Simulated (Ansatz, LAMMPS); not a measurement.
# Glassy 56SiO2-26Al2O3-18BaO (mol %) (114 atoms): geometry optimisation, part 3 of 3

Wanted: the relaxed structure of glassy 56SiO2-26Al2O3-18BaO (mol %) (114 atoms) and its electronic structure.

Ansatz 0.2.0; Kohn-Sham DFT, PBE, PAW (set soft_2), plane waves.

The cell: 19 Si, 18 Al, 6 Ba and 71 O. The quench rate of 20 K/ps far exceeds what a furnace or splat quench reaches. The network of bonds at the start is that of the classical potential that made the cell. The Brillouin zone is sampled at Γ only, in a cell whose shortest periodic width is 12 Å. Spin–orbit coupling is left out.

So far, density (g/cm³): step 5 (local order after relaxation) 3.16.

### Step 6. Single point at the relaxed geometry

One more single point at the end of the walk gives the fuller output and checks the residual forces.

Contents of input.yaml:

```yaml
crystal:
  lattice:
    - [11.6084, 0.0, 0.0]
    - [0.0, 11.6084, 0.0]
    - [0.0, 0.0, 11.6084]
  atoms:
    - { symbol: Si, position: [0.67928, 0.60251, 0.42445] }
    - { symbol: Si, position: [0.30976, 0.63849, 0.50682] }
    - { symbol: Si, position: [0.35688, 0.94608, 0.93112] }
    - { symbol: Si, position: [0.47235, 0.69596, 0.30867] }
    - { symbol: Si, position: [0.5328, 0.56003, 0.82265] }
    - { symbol: Si, position: [0.19769, 0.16085, 0.87487] }
    - { symbol: Si, position: [0.74913, 0.33998, 0.3568] }
    - { symbol: Si, position: [0.98182, 0.15983, 0.73494] }
    - { symbol: Si, position: [0.97347, 0.81326, 0.50153] }
    - { symbol: Si, position: [0.43289, 0.59369, 0.04559] }
    - { symbol: Si, position: [0.51059, 0.34533, 0.10069] }
    - { symbol: Si, position: [0.13121, 0.1781, 0.31781] }
    - { symbol: Si, position: [0.04982, 0.57708, 0.5115] }
    - { symbol: Si, position: [0.62295, 0.94287, 0.62941] }
    - { symbol: Si, position: [0.01864, 0.18529, 0.07935] }
    - { symbol: Si, position: [0.92653, 0.86449, 0.01347] }
    - { symbol: Si, position: [0.6216, 0.10268, 0.27624] }
    - { symbol: Si, position: [0.75886, 0.57221, 0.68451] }
    - { symbol: Si, position: [0.78354, 0.23809, 0.86744] }
    - { symbol: Al, position: [0.42164, 0.37885, 0.5503] }
    - { symbol: Al, position: [0.40067, 0.2214, 0.32806] }
    - { symbol: Al, position: [0.98195, 0.44315, 0.98643] }
    - { symbol: Al, position: [0.76341, 0.06168, 0.06091] }
    - { symbol: Al, position: [0.16626, 0.87672, 0.12756] }
    - { symbol: Al, position: [0.41566, 0.78764, 0.70761] }
    - { symbol: Al, position: [0.78601, 0.39075, 0.10389] }
    - { symbol: Al, position: [0.85131, 0.90097, 0.74447] }
    - { symbol: Al, position: [0.90484, 0.36509, 0.57104] }
    - { symbol: Al, position: [0.98554, 0.60623, 0.78283] }
    - { symbol: Al, position: [0.01067, 0.62305, 0.13528] }
    - { symbol: Al, position: [0.55053, 0.13337, 0.92536] }
    - { symbol: Al, position: [0.06874, 0.9469, 0.36948] }
    - { symbol: Al, position: [0.60495, 0.2175, 0.66579] }
    - { symbol: Al, position: [0.1712, 0.65849, 0.98523] }
    - { symbol: Al, position: [0.98423, 0.41261, 0.31336] }
    - { symbol: Al, position: [0.67197, 0.85374, 0.37475] }
    - { symbol: Al, position: [0.40953, 0.30081, 0.80301] }
    - { symbol: Ba, position: [0.71356, 0.69415, 0.09548] }
    - { symbol: Ba, position: [0.229, 0.4833, 0.76457] }
    - { symbol: Ba, position: [0.13225, 0.88841, 0.74363] }
    - { symbol: Ba, position: [0.83702, 0.0782, 0.49195] }
    - { symbol: Ba, position: [0.34953, 0.94223, 0.42322] }
    - { symbol: Ba, position: [0.25902, 0.46742, 0.25873] }
    - { symbol: O, position: [0.12088, 0.14267, 0.75564] }
    - { symbol: O, position: [0.92569, 0.8892, 0.39046] }
    - { symbol: O, position: [0.7308, 0.71106, 0.34655] }
    - { symbol: O, position: [0.38038, 0.53115, 0.55518] }
    - { symbol: O, position: [0.27672, 0.27511, 0.88078] }
    - { symbol: O, position: [0.70056, 0.99366, 0.31958] }
    - { symbol: O, position: [0.70951, 0.12426, 0.92553] }
    - { symbol: O, position: [0.92489, 0.86741, 0.87214] }
    - { symbol: O, position: [0.17612, 0.91264, 0.27364] }
    - { symbol: O, position: [0.00607, 0.32484, 0.07706] }
    - { symbol: O, position: [0.84426, 0.65882, 0.75662] }
    - { symbol: O, position: [0.92184, 0.73304, 0.06956] }
    - { symbol: O, position: [0.34822, 0.84702, 0.82928] }
    - { symbol: O, position: [0.84723, 0.35804, 0.2511] }
    - { symbol: O, position: [0.97354, 0.24681, 0.62751] }
    - { symbol: O, position: [0.9199, 0.20496, 0.85221] }
    - { symbol: O, position: [0.54363, 0.60006, 0.3807] }
    - { symbol: O, position: [0.67016, 0.22952, 0.32526] }
    - { symbol: O, position: [0.05577, 0.09457, 0.40297] }
    - { symbol: O, position: [0.78655, 0.33941, 0.9624] }
    - { symbol: O, position: [0.04048, 0.92859, 0.05932] }
    - { symbol: O, position: [0.88976, 0.13373, 0.09108] }
    - { symbol: O, position: [0.34149, 0.32521, 0.66772] }
    - { symbol: O, position: [0.06119, 0.58556, 0.64912] }
    - { symbol: O, position: [0.62885, 0.08133, 0.60018] }
    - { symbol: O, position: [0.9189, 0.83177, 0.62618] }
    - { symbol: O, position: [0.02961, 0.54417, 0.2622] }
    - { symbol: O, position: [0.09565, 0.14139, 0.18824] }
    - { symbol: O, position: [0.82659, 0.29578, 0.46276] }
    - { symbol: O, position: [0.5271, 0.82416, 0.3207] }
    - { symbol: O, position: [0.42341, 0.45997, 0.08459] }
    - { symbol: O, position: [0.45305, 0.44672, 0.83217] }
    - { symbol: O, position: [0.70204, 0.91268, 0.74169] }
    - { symbol: O, position: [0.66068, 0.53301, 0.7773] }
    - { symbol: O, position: [0.47719, 0.66084, 0.74845] }
    [... 30 atom lines left out ...]
    - { symbol: O, position: [0.37785, 0.3436, 0.4105] }
    - { symbol: O, position: [0.69861, 0.62111, 0.56234] }
    - { symbol: O, position: [0.99121, 0.45283, 0.47108] }
    - { symbol: O, position: [0.43512, 0.2795, 0.19584] }
    - { symbol: O, position: [0.63803, 0.10204, 0.1374] }
    - { symbol: O, position: [0.45855, 0.66427, 0.16974] }
kpoints:
  mp_grid: { grid: [1, 1, 1] }
hamiltonian:
  xc: pbe
scf:
  occupations: { method: fermi_dirac, width: 0.05 }
output:
  forces: true
  stress: true
  populations: true
  dos:
    method: { smearing: { sigma: 0.15 } }
    de: 0.1
    projected: { site_lists: { Al: [Al], Ba: [Ba], O: [O], Si: [Si] } }
  eigenvalues: true
  write_density: true
  write_potential: true
  volumetric_format: npy
  elf: true
```

Command:

```sh
> ansatz run input.yaml --threads 4 --pin off --max-ram 8192MiB --backend cpu --events-out ev --progress --plain --runs-dir out
```

Numbers of over 12 decimals in the logs are rounded to 6 here.

The log of the run:

```text
[...]
Crystal: 114 atoms, lattice volume = 1564.289 Å³
Basis set: ecut = 420 eV, 30647 PW (Γ), exchange–correlation on 160×160×160 points (8 copies of the dense FFT grid, shifted against one another)
Bands: 422, of which v1, the nominal top of the filled ones, is band 308 counted from 1 (307 counted from 0)
Symmetry: 1 space group operations
[...]
k-points: 1
[...]
SCF iter   1: F=—  HF=-97885.781658 eV  |F-HF|=—  |Δ(HF+E_count)|=         —  Δρ=1.92e-3  dr2=7.99e-2  ethr=1.77e-3  ⟨swp⟩=6.0  Hψ=2026  notcnv=0  defer=98
[...]
SCF iter   9: F=-97885.788342 eV  HF=-97885.788342 eV  |F-HF|=1.41e-8  |Δ(HF+E_count)|=   3.17e-8  Δρ=1.39e-6  dr2=3.21e-8  ethr=1.62e-11  ⟨swp⟩=23.0  Hψ=4189  notcnv=0
SCF 1 converged in 9 iterations: F = -97885.788342 eV  dr2 = 3.21e-8
[...]
SCF converged after 9 iterations
Free energy (F): -97885.788342 eV
[...]
Internal energy: -97885.788342 eV  (E = F + TS)
E sigma→0 (E₀):  -97885.788342 eV
Fermi energy:    6.323009 eV
[...]
--- Forces (eV/Å), atoms counted from 1 ---
  atom   1  Si     0.00661744    -0.00906446     0.00309419
  atom   2  Si    -0.00130749    -0.00991935     0.01375401
  atom   3  Si    -0.00091530     0.00558280     0.00719242
  atom   4  Si     0.00700355     0.00030811    -0.00651005
  atom   5  Si     0.00459894    -0.00096388    -0.00690915
  atom   6  Si    -0.01365220    -0.00815378    -0.00571434
  atom   7  Si    -0.00259437    -0.00270957    -0.00890503
  atom   8  Si     0.00263574     0.00911235    -0.00009776
  atom   9  Si     0.00507950     0.00506434     0.00157589
  atom  10  Si    -0.01647787    -0.01389376    -0.00476606
  atom  11  Si    -0.00937322    -0.00942214    -0.01430795
  atom  12  Si    -0.00097188     0.01501765    -0.00773278
  atom  13  Si     0.00065193    -0.00806488     0.01232283
  atom  14  Si    -0.00410361     0.00810503     0.00621551
[...]
atom 113  O     -0.00017795     0.00002701     0.00488958
  atom 114  O      0.00863010     0.00959320     0.00427617
  max |Σ_I F_I| component: 1.67e-4 eV/Å
--- Stress (GPa, compression-positive) ---
        2.298320      -1.227641      -0.974423
       -1.227638       2.290310      -0.183961
       -0.974424      -0.183957       1.846439
  P = ⅓ Tr σ = 2.1450 GPa (21.450 kbar)
--- Band table (eV) ---
[...]
--- Löwdin populations: 114 sites ---
  site symbol       q [e]
     0     Si      2.2580
     1     Si      2.3478
     2     Si      2.2873
[...]
113      O      6.8044
  spilling = 0.011960 (of n_electrons = 616.000000)
```

The job ended after 39 s (4 threads of Arm Neoverse V1, shared host; peak memory 2.1 GiB; 2.4 min of CPU time).

The run gave:

```
free energy                                      : -97885.7883 eV
free energy per atom                             : -858.6473 eV/atom
SCF cycles                                       : 9
pressure                                         : 2.145 GPa
r.m.s. force component                           : 0.00578 eV/Å
longest force                                    : 0.02207 eV/Å
Fermi energy                                     : 6.323 eV
gap (highest filled to lowest empty level) : 3.729 eV
spilling of the projection                       : 0.01196
```

Löwdin charges by element and coordination (they lack the spilled electrons, 0.065 e an atom on average):

```tsv
element	coordination	atoms	mean charge (e)	spread	least	most
Al	all	18	1.31	0.0371	1.25	1.38
Al	4	17	1.31	0.0379	1.25	1.38
Al	5	1	1.29	0	1.29	1.29
Ba	all	6	1.95	0.0267	1.92	2.00
Ba	6	1	1.93	0	1.93	1.93
Ba	8	2	1.97	0.0355	1.93	2.00
Ba	9	2	1.94	0.0141	1.92	1.95
Ba	10	1	1.94	0	1.94	1.94
O	all	71	-0.850	0.047	-0.971	-0.759
O	2	23	-0.813	0.0324	-0.897	-0.759
O	3	39	-0.865	0.0417	-0.971	-0.778
O	4	9	-0.877	0.0438	-0.945	-0.804
Si	all	19	1.71	0.0317	1.65	1.76
```

Density of states as counts of states in windows of 1 eV (from the Fermi level), total and the larger projections:

```tsv
from (eV)	to (eV)	total	O p	Si p	Al p
-10	-9	15.7	10.9	0.8	0.2
-9	-8	26.7	19.8	2.6	0.6
-8	-7	40.1	30.8	4.2	1.6
-7	-6	51.5	41.1	4.3	2.8
-6	-5	63.1	54.2	2.0	2.9
-5	-4	84.5	77.1	1.5	2.1
-4	-3	89.3	84.3	0.9	1.2
-3	-2	37.3	35.8	0.2	0.4
-2	-1	3.2	3.1	0.0	0.1
-1	1	0.0	0.0	0.0	0.0
1	2	1.8	0.0	0.0	0.0
2	3	2.1	0.1	0.1	0.2
3	4	26.6	1.9	2.3	3.7
4	5	39.2	2.9	4.2	5.9
```

Between -26 and -10 eV lie 193 more states.

The levels nearest the highest filled one (over half full), pooled over k-points and spins:

```tsv
level less the highest filled one (eV)	occupation
-0.642	2
-0.514	2
-0.398	2
-0.347	2
-0.0795	2
0	2
3.73	0
4.80	0
4.95	0
5.12	0
5.22	0
5.26	0
```

Valence density in the ab plane at fractional z = 0.091, with atoms of Si and Al and Ba and O within 0.2 Å of it. It is the smooth field of the valence electrons, not physical close to the nuclei.

Ten steps, logarithmic in the rise over the least value, from '0' (0.0 e/Å³) to '9' (6.7 e/Å³), each cell a mean:
```
676421123432100000000012356532124
798632245765210000000002478753235
676531246775310000000002467753334
343322234553200000000001244433333
222344322221000000000233332234553
323577531000000100012456653347885
334788642000112221114665565458986
334577531111234442124664565335665
223343321122334543113566654223332
234442111122333432111234433344332
346653210112344432100011124688643
245653210013577642111111124799743
223432100013799853223332224677632
222110000013689753346654212344322
653100000001355543457764211122235
985210000000123322345543211112358
985310000000123333332221111111358
664210000000112333221100001111246
333211000000011122111110001233444
223321000000000001123322112468764
333321000000000001246654223689975
222221000000000001247764213578853
111110000000000000135554212344421
233210001110000000012222223322111
```
Columns run along a (11.6 Å), rows up along b (11.6 Å). Atoms in or near the plane, at fractional coordinates: Si at (0.51, 0.35), Si at (0.02, 0.19), Al at (0.79, 0.39), Ba at (0.71, 0.69), O at (0.01, 0.32), O at (0.89, 0.13), O at (0.42, 0.46), O at (0.87, 0.52).

Electrostatic potential energy in the ab plane at fractional z = 0.091, with atoms of Si and Al and Ba and O within 0.2 Å of it. With pseudopotentials it is smooth inside the atoms' cores, unlike the true potential.

Ten even steps from '0' (-37 eV) to '9' (11 eV), each cell a mean:
```
756888889999999999999998876799999
312665577569999999999999852388888
645656556448999999999999963487678
998755568889999999999999998887678
999876789999999999998877788988778
999744799999999999987632247884137
888501599999999999986300014783016
667755799999887788886200014787556
556888899998743468887521136899865
556889999998510157898866678998875
676679999998742468999988889733687
887689999999743689999999888400388
899999999999500279999998776634788
899999999999721366787677556568888
689999999999986310265467577558997
028999999999986100057888555568972
027999999999997410278999877789972
457899999999999876789999999999986
003799999999999999999999999999862
001689999999999999999999999963450
114799999999999999997678767710044
778999999999999999995356555642378
999999999999999999998775565589999
999999999999999999999987555789999
```
Columns run along a (11.6 Å; values clipped at the 3rd and 97th percentile), rows up along b (11.6 Å). Atoms in or near the plane, at fractional coordinates: Si at (0.51, 0.35), Si at (0.02, 0.19), Al at (0.79, 0.39), Ba at (0.71, 0.69), O at (0.01, 0.32), O at (0.89, 0.13), O at (0.42, 0.46), O at (0.87, 0.52).

Mean Löwdin charges: Al +1.31, Ba +1.95, O -0.85, Si +1.71 e (they miss 1.2 % of the electrons, so they add up to more than the cell's charge).

Local excerpt of 10 atoms (numbers count through the whole input) about O66, whose charge lies farthest from its element's mean; x, y, z are measured from there.

```tsv
atom	x	y	z	distance (Å)	bonds	Löwdin charge (e)
O66	0.00	0.00	0.00	0.00	3	-0.97
Al20	0.93	0.62	-1.36	1.76	4	1.29
Al37	0.79	-0.28	1.57	1.78	4	1.27
Ba39	-1.31	1.84	1.12	2.52	8	2.00
O48	-0.75	-0.58	2.47	2.65	3	-0.85
O75	1.30	1.41	1.91	2.70	3	-0.86
O98	2.54	0.01	-1.08	2.76	2	-0.90
O47	0.45	2.39	-1.31	2.76	3	-0.83
O91	1.93	-1.63	1.35	2.87	3	-0.86
O109	0.42	0.21	-2.99	3.02	3	-0.96
```

The column of bonds counts only the pairs O-Si within 2.08 Å, O-Al within 2.27 Å, O-Ba within 3.43 Å; other neighbours, such as metal atoms beside each other in a compound, aren't counted, and periodic images can show an atom twice.

### Step 7. A run with a doubtful setting

The input is spoilt on purpose; the run shows how that looks.

This step: Kohn-Sham DFT, PBE+U, PAW (set soft_2), plane waves (Ansatz 0.2.0).

Contents of input.yaml:

```yaml
crystal:
  lattice:
    - [11.6084, 0.0, 0.0]
    - [0.0, 11.6084, 0.0]
    - [0.0, 0.0, 11.6084]
  atoms:
    [... the 114 atom lines of step 3 ...]
kpoints:
  mp_grid: { grid: [1, 1, 1] }
hamiltonian:
  xc: pbe
  hubbard: { sites: [{ species: Si, l: f, u_eff: 4.0 }] }
scf:
  occupations: { method: fermi_dirac, width: 0.05 }
  max_iter: 100
output:
  forces: true
```

The log of the run:

```text
Error: inconsistent input (hamiltonian.hubbard.sites[].l, hamiltonian.hubbard.sites[].shell): the file of Si doesn't list 4f, and it can't be added: PBE doesn't bind the shell 4f of the free atom, whose level lies at +1.08 eV. Type an atom or ion with it (hamiltonian.pseudopotentials.projection_atoms), take another file or name another shell
```

Run time: 0.1 s. Hardware: 4 threads; peak memory 0.089 GiB.

The program refused the input before any cycle.

The program's message: “Error: inconsistent input (hamiltonian.hubbard.sites[].l, hamiltonian.hubbard.sites[].shell): the file of Si doesn't list 4f, and it can't be added: PBE doesn't bind the shell 4f of the free atom, who …”

The fault in the input: a U on a shell that isn't there (hamiltonian.hubbard.sites = [{"species": "Si", "l": "f", "u_eff": 4.0}]). The fix is to take out hamiltonian.hubbard.sites.

### Step 8. Summary of results

```yaml
energy_change_in_the_relaxation: -41.01 meV/atom
r_m_s_displacement: 0.15 Å
largest_displacement: 0.432 Å
free_energy_per_atom: -858.6473 eV/atom
pressure: 2.145 GPa
r_m_s_force_component: 0.00578 eV/Å
spacing_of_highest_filled_and_lowest_empty_level: 3.729 eV
wall_time_of_the_3_dft_runs: 3.8 min
```

Relaxation lowers the energy by 41.0 meV/atom and moves atoms by 0.15 Å r.m.s.; the r.m.s. force component goes from 0.74 to 0.0058 eV/Å, the pressure goes from 6.7 to 2.1 GPa, and the gap from 3.22 to 3.73 eV. By the final cutoffs 1 of 199 bonded pairs parted and 1 joined. First to last step the energy falls by 4.675 eV; the largest move, 0.43 Å, is that of O90. The O-Ba bonds change most in mean length: from 2.972 Å (spread 0.189) to 2.875 Å (spread 0.214), and their number from 51 to 50. Counting bonds as in the table, 94 % of Al atoms have 4, 33 % of Ba atoms have 8 and as many 9, 55 % of O atoms have 3 and all Si atoms have 4 bonded neighbours. 90 % of the oxygens bridge two formers (Si and Al) and 0 % are non-bridging; 10 % join three. Between filled and empty levels lie 3.73 eV (at Γ alone); a semilocal functional tends to put such gaps too low. In a disordered cell it changes from sample to sample, and tail or defect levels can set it.

**Limits.** The starting topology of bonds comes from the classical model; in DFT 1 of its 199 bonded pairs passed out of the cutoffs and 1 came within them. The pressure of 2.1 GPa shows the cell to be compressed for this functional.

[Logs are printed without paths, hosts, clocks, repeated set-up lines and the standing remarks that a program may print on its own settings, such as how far it seeks lower states.]

[Hosts, paths, dates, database ids (printed as entryN), source tags and the programs' standing remarks are cut or masked in the printed files.]
